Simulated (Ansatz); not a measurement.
# Ca3TlP: relaxing a made-up structure

Starting from a made-up structure for Ca3TlP, the aim is the relaxed cell, its shortest contacts and, where a second run follows, its electronic structure.

Method: DFT, r2SCAN, plane-wave PAW, files of the set soft_1, scalar-relativistic, no spin, cell and ions relaxed at zero pressure; PAW set soft_1, in the first sound run; inputs show where later runs differ, in Ansatz 0.2.0.

## Step 1: The structure

It takes space group Pm-3m (No. 221, cubic). The conventional cell has a = 5.072 Å, b = 5.072 Å, c = 5.072 Å, α = 90.00°, β = 90.00°, γ = 90.00°. Nearest to Tl lie 12 Ca at 3.59 Å. Nearest to Ca lie 2 P at 2.54 Å and 8 Ca at 3.59 Å and 4 Tl at 3.59 Å. Nearest to P lie 6 Ca at 2.54 Å. Farther neighbours are not listed.

## Step 2: Relaxation of the guess

The guessed cell has no reason to be at equilibrium. It is relaxed with the atoms, within the space group of the guess.

The input, input.yaml:

```yaml
crystal:
  lattice:
    - [5.072, 0.0, 0.0]
    - [0.0, 5.072, 0.0]
    - [0.0, 0.0, 5.072]
  atoms:
    - { symbol: Tl, position: [0.0, 0.0, 0.0] }
    - { symbol: Ca, position: [0.0, 0.5, 0.5] }
    - { symbol: Ca, position: [0.5, 0.0, 0.5] }
    - { symbol: Ca, position: [0.5, 0.5, 0.0] }
    - { symbol: P, position: [0.5, 0.5, 0.5] }
kpoints:
  mp_grid: { grid: [5, 5, 5] }
scf:
  occupations: { method: fermi_dirac, width: 0.05 }
hamiltonian:
  xc: r2scan
  pseudopotentials: { kind: paw, azcp: { folder: soft_1 } }
relax:
  f_tol: 0.015
  max_steps: 70
  cell: {}
output:
  forces: true
  stress: true
```

On the command line:

```
$ ansatz run input.yaml --threads 4 --pin off --max-ram 8192MiB --backend cpu --events-out ev --progress --plain --runs-dir out
```

Numbers of over 12 decimals in the logs are rounded to 6 here.

Log:

```text
Engine: ansatz 0.2.0, aarch64-unknown-linux-gnu
Pseudopotentials: kind: paw
Pseudopotential: Tl, paw, valence charge 13, recommended cutoff 500 eV (meta_gga), soft_1/Tl.paw.azcp
Pseudopotential: Ca, paw, valence charge 10, recommended cutoff 500 eV (meta_gga), soft_1/Ca.paw.azcp
Pseudopotential: P, paw, valence charge 5, recommended cutoff 500 eV (meta_gga), soft_1/P.paw.azcp
Functional definition: r2SCAN
  parameter k0 = 0.174
  parameter k1 = 0.065
  parameter a1 = 4.9479
  exchange = r2scan_x(k0 = k0, k1 = k1, a1 = a1)
  correlation = r2scan_c
Crystal: 5 atoms, lattice volume = 130.478 Å³
Basis set: ecut = 500 eV, 3287 PW (Γ), exchange–correlation on 160×160×160 points (64 copies of the dense FFT grid, shifted against one another)
Bands: 29, of which v1, the nominal top of the filled ones, is band 24 counted from 1 (23 counted from 0)
Symmetry: 48 space group operations
Space group: Pm-3m (ITA 221), of the structure as read, at distance tolerance 5.1e-5 Å
k-points: 10 of 125
Non-local potential: Tl, projectors of the file, l = 0: 2, l = 1: 2, l = 2: 2, l = 3: 1
Non-local potential: Ca, projectors of the file, l = 0: 3, l = 1: 2, l = 2: 2
Non-local potential: P, projectors of the file, l = 0: 2, l = 1: 2, l = 2: 1
PAW form: soft (Blöchl's): semilocal exchange-correlation on the pseudo side does not see the compensation charge
PAW frozen core: Tl, regenerated for the run's functional (the file was generated under x = pbe(κ = 0.804, μ = 0.219515), c = pbe(β = 0.066725))
PAW frozen core: Ca, regenerated for the run's functional (the file was generated under x = pbe(κ = 0.804, μ = 0.219515), c = pbe(β = 0.066725))
PAW frozen core: P, regenerated for the run's functional (the file was generated under x = pbe(κ = 0.804, μ = 0.219515), c = pbe(β = 0.066725))
PAW one-centre angular grid: Tl, 590 points (default); XC on 160 Gauss nodes
PAW one-centre angular grid: Ca, 302 points (default); XC on 160 Gauss nodes
PAW one-centre angular grid: P, 302 points (default); XC on 160 Gauss nodes
Initial density: superposition of atomic densities (chi_scale 0.1, normalization cell, long waves kept (reshape's long-wave potential 0.00 eV rms))
Initial wavefunctions: pseudopotential atomic-orbital guess
Functional: x = r2scan, c = r2scan; τ floored in thin density (d = 2e-4 eV/Å³)
SCF iter   1: F=—  HF=-17688.361307 eV  |F-HF|=—  |Δ(HF+E_count)|=         —  Δρ=3.57e-2  dr2=4.90e0  dr2_τ=1.11e-1  ethr=3.10e-3  ⟨swp⟩=8.9  Hψ=1571  notcnv=0
preconditioner: auto → Kerker (q_TF=auto, 2.309 Å⁻¹)  [metal: Δε(μ)=0.073 eV  Ē_g=7.976 eV  σ=0.050 eV  W_gap=0.33  n_scr=26 (ndim 8)  ℏωp=15.9 eV  f_vac=0.000  D(μ)=6.27/eV (n_scr^D=56)]
SCF iter   2: F=—  HF=-17687.759601 eV  |F-HF|=—  |Δ(HF+E_count)|=   6.02e-1  Δρ=2.17e-2  dr2=2.03e0  dr2_τ=1.42e-2  ethr=3.10e-3  ⟨swp⟩=2.7  Hψ=537  notcnv=0
SCF iter   3: F=—  HF=-17687.280533 eV  |F-HF|=—  |Δ(HF+E_count)|=   4.79e-1  Δρ=5.87e-3  dr2=1.45e-1  dr2_τ=4.23e-3  ethr=3.10e-3  ⟨swp⟩=3.0  Hψ=491  notcnv=0
SCF iter   4: F=—  HF=-17687.262055 eV  |F-HF|=—  |Δ(HF+E_count)|=   1.85e-2  Δρ=2.60e-3  dr2=1.58e-2  dr2_τ=3.31e-4  ethr=3.02e-4  ⟨swp⟩=3.2  Hψ=509  notcnv=0
SCF iter   5: F=—  HF=-17687.264802 eV  |F-HF|=—  |Δ(HF+E_count)|=   2.75e-3  Δρ=6.77e-4  dr2=8.66e-4  dr2_τ=2.33e-5  ethr=3.29e-5  ⟨swp⟩=2.6  Hψ=526  notcnv=0
SCF iter   6: F=—  HF=-17687.265171 eV  |F-HF|=—  |Δ(HF+E_count)|=   3.69e-4  Δρ=1.75e-4  dr2=5.71e-5  dr2_τ=2.16e-6  ethr=1.80e-6  ⟨swp⟩=2.3  Hψ=401  notcnv=0
SCF iter   7: F=—  HF=-17687.265206 eV  |F-HF|=—  |Δ(HF+E_count)|=   3.49e-5  Δρ=5.65e-5  dr2=4.98e-6  dr2_τ=2.18e-7  ethr=1.19e-7  ⟨swp⟩=2.0  Hψ=411  notcnv=0
SCF iter   8: F=—  HF=-17687.265211 eV  |F-HF|=—  |Δ(HF+E_count)|=   4.86e-6  Δρ=1.57e-5  dr2=3.14e-7  dr2_τ=4.69e-9  ethr=1.04e-8  ⟨swp⟩=3.0  Hψ=547  notcnv=0
SCF iter   9: F=-17687.265212 eV  HF=-17687.265212 eV  |F-HF|=1.90e-8  |Δ(HF+E_count)|=   6.23e-7  Δρ=2.88e-6  dr2=1.04e-8  dr2_τ=5.62e-10  ethr=2.08e-10  ⟨swp⟩=5.0  Hψ=985  notcnv=0
SCF 1 converged in 9 iterations: F = -17687.265212 eV  dr2 = 1.04e-8
  greatest PAW one-centre occupation: 0.995 electrons in one spin orbital (limit 2), on the Ca atom at site 1 (counted from 0), in its partial waves of l = 0
relax step   1: F+E_penalty+E_count = -17687.26521169 eV  Δ(F+E_penalty+E_count) = +0.000e0 eV  max|allowed force component| = 2.987e-29 eV/Å  Δτ_max = 0.0000 Å  P = +12.319 GPa  Ω = 130.478 Å³  (9 SCF iters, dr2 threshold 1.00e-7 eV, accepted)
Crystal: 5 atoms, lattice volume = 150.506 Å³
Basis set: ecut = 500 eV, 3887 PW (Γ), exchange–correlation on 160×160×160 points (64 copies of the dense FFT grid, shifted against one another)
Initial density: handed on by an earlier stage of this run
Initial wavefunctions: those handed on with the density
iter 1 solved again at ethr=5.38e-4 eV; its pass at ethr=3.10e-3 eV (dr2=2.58e-1 eV) is discarded
SCF iter   1: F=—  HF=-17687.205605 eV  |F-HF|=—  |Δ(HF+E_count)|=         —  Δρ=7.02e-3  dr2=2.59e-1  dr2_τ=4.79e-1  ethr=5.38e-4  ⟨swp⟩=1.5  Hψ=1837  notcnv=0
preconditioner: auto → Kerker (q_TF=auto, 2.255 Å⁻¹)  [metal: Δε(μ)=0.062 eV  Ē_g=9.024 eV  σ=0.050 eV  W_gap=0.30  n_scr=26 (ndim 8)  ℏωp=14.8 eV  f_vac=0.000  D(μ)=5.91/eV (n_scr^D=56)]
SCF iter   2: F=—  HF=-17688.246337 eV  |F-HF|=—  |Δ(HF+E_count)|=    1.04e0  Δρ=4.84e-3  dr2=1.75e-1  dr2_τ=4.71e-4  ethr=5.38e-4  ⟨swp⟩=2.4  Hψ=585  notcnv=0
SCF iter   3: F=—  HF=-17688.192372 eV  |F-HF|=—  |Δ(HF+E_count)|=   5.40e-2  Δρ=2.29e-3  dr2=1.46e-2  dr2_τ=1.71e-3  ethr=3.65e-4  ⟨swp⟩=3.1  Hψ=497  notcnv=0
SCF iter   4: F=—  HF=-17688.191756 eV  |F-HF|=—  |Δ(HF+E_count)|=   6.15e-4  Δρ=1.19e-3  dr2=2.75e-3  dr2_τ=1.20e-4  ethr=3.04e-5  ⟨swp⟩=2.0  Hψ=394  notcnv=0
SCF iter   5: F=—  HF=-17688.192128 eV  |F-HF|=—  |Δ(HF+E_count)|=   3.72e-4  Δρ=2.91e-4  dr2=2.69e-4  dr2_τ=4.00e-6  ethr=5.74e-6  ⟨swp⟩=2.0  Hψ=358  notcnv=0
SCF iter   6: F=—  HF=-17688.192200 eV  |F-HF|=—  |Δ(HF+E_count)|=   7.20e-5  Δρ=7.37e-5  dr2=1.36e-5  dr2_τ=2.00e-7  ethr=5.61e-7  ⟨swp⟩=2.2  Hψ=394  notcnv=0
SCF iter   7: F=—  HF=-17688.192204 eV  |F-HF|=—  |Δ(HF+E_count)|=   4.10e-6  Δρ=2.37e-5  dr2=1.00e-6  dr2_τ=7.99e-8  ethr=2.83e-8  ⟨swp⟩=2.0  Hψ=411  notcnv=0
SCF iter   8: F=-17688.192205 eV  HF=-17688.192205 eV  |F-HF|=4.55e-9  |Δ(HF+E_count)|=   5.99e-7  Δρ=1.13e-5  dr2=2.75e-7  dr2_τ=1.08e-8  ethr=1.04e-9  ⟨swp⟩=5.0  Hψ=1036  notcnv=0
SCF 2 converged in 8 iterations: F = -17688.192205 eV  dr2 = 2.75e-7
  greatest PAW one-centre occupation: 0.995 electrons in one spin orbital (limit 2), on the Ca atom at site 2 (counted from 0), in its partial waves of l = 0
relax step   2: F+E_penalty+E_count = -17688.19220459 eV  Δ(F+E_penalty+E_count) = -9.270e-1 eV  max|allowed force component| = 7.389e-30 eV/Å  Δτ_max = 0.0000 Å  P = +3.483 GPa  Ω = 150.506 Å³  energy of the carried Pulay correction = -2.447e-3 eV  (8 SCF iters, dr2 threshold 5.00e-7 eV, accepted)
Crystal: 5 atoms, lattice volume = 160.179 Å³
Basis set: ecut = 500 eV, 4067 PW (Γ), exchange–correlation on 160×160×160 points (64 copies of the dense FFT grid, shifted against one another)
iter 1 solved again at ethr=7.86e-5 eV; its pass at ethr=3.10e-3 eV (dr2=3.77e-2 eV) is discarded
SCF iter   1: F=—  HF=-17688.110985 eV  |F-HF|=—  |Δ(HF+E_count)|=         —  Δρ=2.50e-3  dr2=3.67e-2  dr2_τ=8.52e-2  ethr=7.86e-5  ⟨swp⟩=1.6  Hψ=1686  notcnv=0
preconditioner: auto → Kerker (q_TF=auto, 2.232 Å⁻¹)  [metal: Δε(μ)=0.062 eV  Ē_g=8.818 eV  σ=0.050 eV  W_gap=0.30  n_scr=26 (ndim 8)  ℏωp=14.4 eV  f_vac=0.000  D(μ)=6.28/eV (n_scr^D=56)]
SCF iter   2: F=—  HF=-17688.325380 eV  |F-HF|=—  |Δ(HF+E_count)|=   2.14e-1  Δρ=1.79e-3  dr2=2.56e-2  dr2_τ=6.99e-5  ethr=7.64e-5  ⟨swp⟩=2.0  Hψ=580  notcnv=0
SCF iter   3: F=—  HF=-17688.317491 eV  |F-HF|=—  |Δ(HF+E_count)|=   7.89e-3  Δρ=8.76e-4  dr2=1.84e-3  dr2_τ=2.86e-4  ethr=5.33e-5  ⟨swp⟩=2.1  Hψ=399  notcnv=0
SCF iter   4: F=—  HF=-17688.317678 eV  |F-HF|=—  |Δ(HF+E_count)|=   1.87e-4  Δρ=4.78e-4  dr2=4.51e-4  dr2_τ=2.24e-5  ethr=3.84e-6  ⟨swp⟩=2.2  Hψ=421  notcnv=0
SCF iter   5: F=—  HF=-17688.317754 eV  |F-HF|=—  |Δ(HF+E_count)|=   7.56e-5  Δρ=1.21e-4  dr2=5.05e-5  dr2_τ=8.03e-7  ethr=9.40e-7  ⟨swp⟩=2.0  Hψ=359  notcnv=0
SCF iter   6: F=—  HF=-17688.317766 eV  |F-HF|=—  |Δ(HF+E_count)|=   1.27e-5  Δρ=3.23e-5  dr2=2.45e-6  dr2_τ=1.36e-7  ethr=1.05e-7  ⟨swp⟩=3.0  Hψ=530  notcnv=0
SCF iter   7: F=-17688.317767 eV  HF=-17688.317767 eV  |F-HF|=8.44e-8  |Δ(HF+E_count)|=   8.79e-7  Δρ=1.04e-5  dr2=2.91e-7  dr2_τ=1.27e-8  ethr=1.04e-9  ⟨swp⟩=5.4  Hψ=1083  notcnv=0
SCF 3 converged in 7 iterations: F = -17688.317767 eV  dr2 = 2.91e-7
  greatest PAW one-centre occupation: 0.995 electrons in one spin orbital (limit 2), on the Ca atom at site 3 (counted from 0), in its partial waves of l = 0
relax step   3: F+E_penalty+E_count = -17688.31776729 eV  Δ(F+E_penalty+E_count) = -1.256e-1 eV  max|allowed force component| = 1.400e-29 eV/Å  Δτ_max = 0.0000 Å  P = +0.843 GPa  Ω = 160.179 Å³  energy of the carried Pulay correction = -3.509e-3 eV  (7 SCF iters, dr2 threshold 5.00e-7 eV, accepted)
Crystal: 5 atoms, lattice volume = 163.534 Å³
Basis set: ecut = 500 eV, 4139 PW (Γ), exchange–correlation on 160×160×160 points (64 copies of the dense FFT grid, shifted against one another)
iter 1 solved again at ethr=7.06e-6 eV; its pass at ethr=3.10e-3 eV (dr2=3.39e-3 eV) is discarded
SCF iter   1: F=—  HF=-17688.303755 eV  |F-HF|=—  |Δ(HF+E_count)|=         —  Δρ=7.71e-4  dr2=3.72e-3  dr2_τ=9.18e-3  ethr=7.06e-6  ⟨swp⟩=2.0  Hψ=1657  notcnv=0
preconditioner: auto → Kerker (q_TF=auto, 2.224 Å⁻¹)  [metal: Δε(μ)=0.060 eV  Ē_g=8.738 eV  σ=0.050 eV  W_gap=0.29  n_scr=26 (ndim 8)  ℏωp=14.2 eV  f_vac=0.000  D(μ)=6.41/eV (n_scr^D=56)]
SCF iter   2: F=—  HF=-17688.327829 eV  |F-HF|=—  |Δ(HF+E_count)|=   2.41e-2  Δρ=5.51e-4  dr2=2.47e-3  dr2_τ=7.76e-6  ethr=7.06e-6  ⟨swp⟩=2.0  Hψ=580  notcnv=0
SCF iter   3: F=—  HF=-17688.327083 eV  |F-HF|=—  |Δ(HF+E_count)|=   7.47e-4  Δρ=2.58e-4  dr2=1.74e-4  dr2_τ=2.59e-5  ethr=5.15e-6  ⟨swp⟩=2.2  Hψ=392  notcnv=0
SCF iter   4: F=—  HF=-17688.327122 eV  |F-HF|=—  |Δ(HF+E_count)|=   3.98e-5  Δρ=1.46e-4  dr2=4.51e-5  dr2_τ=2.30e-6  ethr=3.63e-7  ⟨swp⟩=2.2  Hψ=343  notcnv=0
SCF iter   5: F=—  HF=-17688.327130 eV  |F-HF|=—  |Δ(HF+E_count)|=   7.79e-6  Δρ=4.03e-5  dr2=5.49e-6  dr2_τ=8.33e-8  ethr=9.40e-8  ⟨swp⟩=2.0  Hψ=356  notcnv=0
SCF iter   6: F=-17688.327132 eV  HF=-17688.327132 eV  |F-HF|=1.80e-8  |Δ(HF+E_count)|=   1.36e-6  Δρ=1.09e-5  dr2=3.03e-7  dr2_τ=1.88e-8  ethr=1.04e-9  ⟨swp⟩=3.7  Hψ=1186  notcnv=0
SCF 4 converged in 6 iterations: F = -17688.327132 eV  dr2 = 3.03e-7
relax step   4: F+E_penalty+E_count = -17688.32713154 eV  Δ(F+E_penalty+E_count) = -9.364e-3 eV  max|allowed force component| = 6.114e-30 eV/Å  Δτ_max = 0.0000 Å  P = +0.098 GPa  Ω = 163.534 Å³  energy of the carried Pulay correction = -3.861e-3 eV  (6 SCF iters, dr2 threshold 5.00e-7 eV, accepted)
Crystal: 5 atoms, lattice volume = 163.984 Å³
iter 1 solved again at ethr=1.29e-7 eV; its pass at ethr=3.10e-3 eV (dr2=6.21e-5 eV) is discarded
SCF iter   1: F=—  HF=-17688.326816 eV  |F-HF|=—  |Δ(HF+E_count)|=         —  Δρ=1.00e-4  dr2=6.74e-5  dr2_τ=1.62e-4  ethr=1.29e-7  ⟨swp⟩=2.0  Hψ=1630  notcnv=0
preconditioner: auto → Kerker (q_TF=auto, 2.223 Å⁻¹)  [metal: Δε(μ)=0.060 eV  Ē_g=8.715 eV  σ=0.050 eV  W_gap=0.28  n_scr=26 (ndim 8)  ℏωp=14.2 eV  f_vac=0.000  D(μ)=6.46/eV (n_scr^D=56)]
SCF iter   2: F=—  HF=-17688.327239 eV  |F-HF|=—  |Δ(HF+E_count)|=   4.24e-4  Δρ=7.24e-5  dr2=4.35e-5  dr2_τ=1.38e-7  ethr=1.29e-7  ⟨swp⟩=2.0  Hψ=529  notcnv=0
SCF iter   3: F=—  HF=-17688.327229 eV  |F-HF|=—  |Δ(HF+E_count)|=   9.93e-6  Δρ=3.39e-5  dr2=3.11e-6  dr2_τ=4.27e-7  ethr=9.06e-8  ⟨swp⟩=2.3  Hψ=414  notcnv=0
SCF iter   4: F=—  HF=-17688.327226 eV  |F-HF|=—  |Δ(HF+E_count)|=   3.36e-6  Δρ=1.96e-5  dr2=8.75e-7  dr2_τ=4.10e-8  ethr=6.48e-9  ⟨swp⟩=2.1  Hψ=342  notcnv=0
SCF iter   5: F=—  HF=-17688.327226 eV  |F-HF|=—  |Δ(HF+E_count)|=   1.49e-7  Δρ=5.72e-6  dr2=1.05e-7  dr2_τ=1.64e-9  ethr=1.82e-9  ⟨swp⟩=2.2  Hψ=388  notcnv=0
SCF iter   6: F=-17688.327226 eV  HF=-17688.327226 eV  |F-HF|=1.01e-9  |Δ(HF+E_count)|=   2.75e-8  Δρ=1.44e-6  dr2=5.06e-9  dr2_τ=3.22e-10  ethr=4.97e-11  ⟨swp⟩=5.0  Hψ=1076  notcnv=0
SCF 5 converged in 6 iterations: F = -17688.327226 eV  dr2 = 5.06e-9
relax step   5: F+E_penalty+E_count = -17688.32722602 eV  Δ(F+E_penalty+E_count) = -9.448e-5 eV  max|allowed force component| = 8.967e-30 eV/Å  Δτ_max = 0.0000 Å  P = +0.003 GPa  Ω = 163.984 Å³  energy of the carried Pulay correction = -3.908e-3 eV  (6 SCF iters, dr2 threshold 2.39e-8 eV, accepted)
Initial wavefunctions: pseudopotential atomic-orbital guess (no wavefunctions were taken with the density)
iter 1 solved again at ethr=2.59e-7 eV; its pass at ethr=3.10e-3 eV (dr2=1.24e-4 eV) is discarded
SCF iter   1: F=—  HF=-17688.331410 eV  |F-HF|=—  |Δ(HF+E_count)|=         —  Δρ=3.01e-4  dr2=1.16e-5  dr2_τ=4.70e-5  ethr=2.59e-7  ⟨swp⟩=4.4  Hψ=2441  notcnv=0
preconditioner: auto → Kerker (q_TF=auto, 2.223 Å⁻¹)  [metal: Δε(μ)=0.060 eV  Ē_g=8.712 eV  σ=0.050 eV  W_gap=0.28  n_scr=26 (ndim 8)  ℏωp=14.2 eV  f_vac=0.000  D(μ)=6.46/eV (n_scr^D=56)]
SCF iter   2: F=—  HF=-17688.331478 eV  |F-HF|=—  |Δ(HF+E_count)|=   6.79e-5  Δρ=1.59e-4  dr2=3.25e-6  dr2_τ=4.39e-6  ethr=2.42e-8  ⟨swp⟩=3.0  Hψ=530  notcnv=0
SCF iter   3: F=—  HF=-17688.331503 eV  |F-HF|=—  |Δ(HF+E_count)|=   2.43e-5  Δρ=3.03e-6  dr2=1.06e-8  dr2_τ=5.61e-9  ethr=6.76e-9  ⟨swp⟩=2.0  Hψ=529  notcnv=0
SCF iter   4: F=—  HF=-17688.331503 eV  |F-HF|=—  |Δ(HF+E_count)|=   4.82e-8  Δρ=1.39e-6  dr2=4.78e-9  dr2_τ=1.31e-10  ethr=2.21e-11  ⟨swp⟩=2.5  Hψ=517  notcnv=0
SCF iter   5: F=—  HF=-17688.331503 eV  |F-HF|=—  |Δ(HF+E_count)|=   7.30e-9  Δρ=4.56e-7  dr2=5.45e-10  dr2_τ=2.66e-11  ethr=9.95e-12  ⟨swp⟩=3.0  Hψ=532  notcnv=0
SCF iter   6: F=-17688.331503 eV  HF=-17688.331503 eV  |F-HF|=8.00e-11  |Δ(HF+E_count)|=  5.02e-10  Δρ=1.75e-7  dr2=4.55e-11  dr2_τ=6.54e-12  ethr=1.00e-12  ⟨swp⟩=4.0  Hψ=1234  notcnv=0
SCF 6 converged in 6 iterations: F = -17688.331503 eV  dr2 = 4.55e-11
relax step   6: F+E_penalty+E_count = -17688.33150267 eV  Δ(F+E_penalty+E_count) = -4.277e-3 eV  max|allowed force component| = 5.009e-30 eV/Å  Δτ_max = 0.0000 Å  P = +0.005 GPa  Ω = 163.984 Å³  stress off target by 5.13e-3 GPa  SCF on the basis re-selected at this cell (its energy is not comparable with the rows above)  (6 SCF iters)
basis re-selected at this cell: Δ(F+E_penalty+E_count) = -4.277e-3 eV, ΔP = +0.002 GPa vs the last step (what re-selecting the basis moved, of the pressure what is left beyond the Pulay correction that the steps carried, after the strain that the cell walked since its last selection, with what the two solves' SCF thresholds leave and, on support functions, any second-order correction that the steps lacked; it is no m [...]
SCF converged after 6 iterations
Free energy (F): -17688.331503 eV
Harris-Foulkes:  -17688.331503 eV  (|F-HF|=8.00e-11)
Internal energy: -17688.283310 eV  (E = F + TS)
E sigma→0 (E₀):  -17688.307406 eV
Entropy (-TS):   -0.048193 eV (-9.639 meV/atom)
Fermi energy:    6.154349 eV
--- Per-component energies (eV) ---
  E_band       = -544.281983
  E_kinetic    = 1095.683153
  E_local      = -3522.218438  (includes V_loc(G=0)·N_el)
  E_nonlocal   = 616.282002
  E_hartree    = 1211.829979
  E_xc         = -619.479908
  E_vxc        = -734.626641  (∫ρ·V_xc dr)
  E_paw        = -13394.581780  (= ΣΔE_a)
  E_vpaw       = -468.186896  (= ΣTr[D̂ρ^β])
  E_aug_tail   = -0.000027  (compensation charges beyond the density's cutoff)
  E_vtau       = 45.124896  (kinetic-family band-sum trace: ∫τ·v_τ [+ j·A + Jᵃ·Aᵃ] dr)
  E_ewald      = -3076.085005
  E_core_change = 0.286715  (= ΣΔE_core)
  E_smearing   = -0.048193  (= −TS)
  E_closure    = 0.000000  (closes the sum)
  Σ components = -17688.331503   (vs F -17688.331503, Δ=0.00e0)
--- Forces (eV/Å), atoms counted from 1 ---
  atom   1  Tl    -0.00000000    -0.00000000     0.00000000
  atom   2  Ca    -0.00000000     0.00000000     0.00000000
  atom   3  Ca    -0.00000000    -0.00000000     0.00000000
  atom   4  Ca    -0.00000000     0.00000000    -0.00000000
  atom   5  P      0.00000000    -0.00000000     0.00000000
  max |Σ_I F_I| component: 9.20e-30 eV/Å
--- Stress (GPa, compression-positive) ---
        0.005129      -0.000000       0.000000
       -0.000000       0.005129       0.000000
        0.000000       0.000000       0.005129
  P = ⅓ Tr σ = 0.0051 GPa (0.051 kbar)
--- Relaxed structure (5 steps of the walk, 5 accepted, 1 SCFs on fresh bases) ---
  F+E_penalty+E_count = -17688.33150267 eV   max|allowed force component| = 5.009e-30 eV/Å   (the final SCF, on the basis selected at the relaxed cell)
  cell:  # Å, volume = 163.9844 Å³
    - [5.473530, 0, 0]
    - [0, 5.473530, 0]
    - [0, 0, 5.473530]
  atoms:
    - { symbol: Tl, position: [0, 0, 0] }
    - { symbol: Ca, position: [0, 0.5, 0.5] }
    - { symbol: Ca, position: [0.5, 0, 0.5] }
    - { symbol: Ca, position: [0.5, 0.5, 0] }
    - { symbol: P, position: [0.5, 0.5, 0.5] }
```

Wall time 11 s (4 threads of Arm Neoverse V1, shared host); peak memory 0.7 GiB.

Relaxation path:

| step | energy less that of the first step (eV) | largest force component (eV/Å) | pressure (GPa) | volume (Å³) |
| --- | --- | --- | --- | --- |
| 1 | 0.0000 | 0.0000 | 12.32 | 130.48 |
| 2 | -0.9270 | 0.0000 | 3.48 | 150.51 |
| 3 | -1.0526 | 0.0000 | 0.84 | 160.18 |
| 4 | -1.0619 | 0.0000 | 0.10 | 163.53 |
| 5 | -1.0620 | 0.0000 | 0.00 | 163.98 |
| 6* | -1.0663 | 0.0000 | 0.01 | 163.98 |

Relaxation steps marked * repeat the geometry before them on a plane-wave basis chosen anew for their cell, so energy and pressure can jump there.

Forces are held to the 48 operations that the run works with; a distortion that breaks them can't arise in this run.

| conventional cell, symmetrised | before | after | change |
| --- | --- | --- | --- |
| a (Å) | 5.072 | 5.474 | +7.9 % |
| b (Å) | 5.072 | 5.474 | +7.9 % |
| c (Å) | 5.072 | 5.474 | +7.9 % |
| volume (Å³/atom) | 26.10 | 32.80 | +25.7 % |

This step gave:

```
free energy             : -17688.3315 eV
energy at zero smearing : -17688.3074 eV
smearing term TS        : 0.04819 eV
Fermi energy            : 6.154 eV
electrons               : 48
symmetry operations     : 48
pressure                : 0.005129 GPa
```

The shortest distance of each pair, which need not be the same contact before and after:

| pair | guess (Å) | relaxed (Å) |
| --- | --- | --- |
| Ca–P | 2.536 | 2.737 |
| Ca–Tl | 3.586 | 3.870 |
| Ca–Ca | 3.586 | 3.870 |
| P–Tl | 4.392 | 4.740 |
| Tl–Tl | 5.072 | 5.474 |

The relaxation ends with a pressure of 0.01 GPa.

(Continued in part 2 of 2.)

[Logs are printed without paths, hosts, clocks, repeated set-up lines and the standing remarks that a program may print on its own settings, such as how far it seeks lower states.]

[Hosts, paths, dates, database ids (printed as entryN), source tags and the programs' standing remarks are cut or masked in the printed files.]
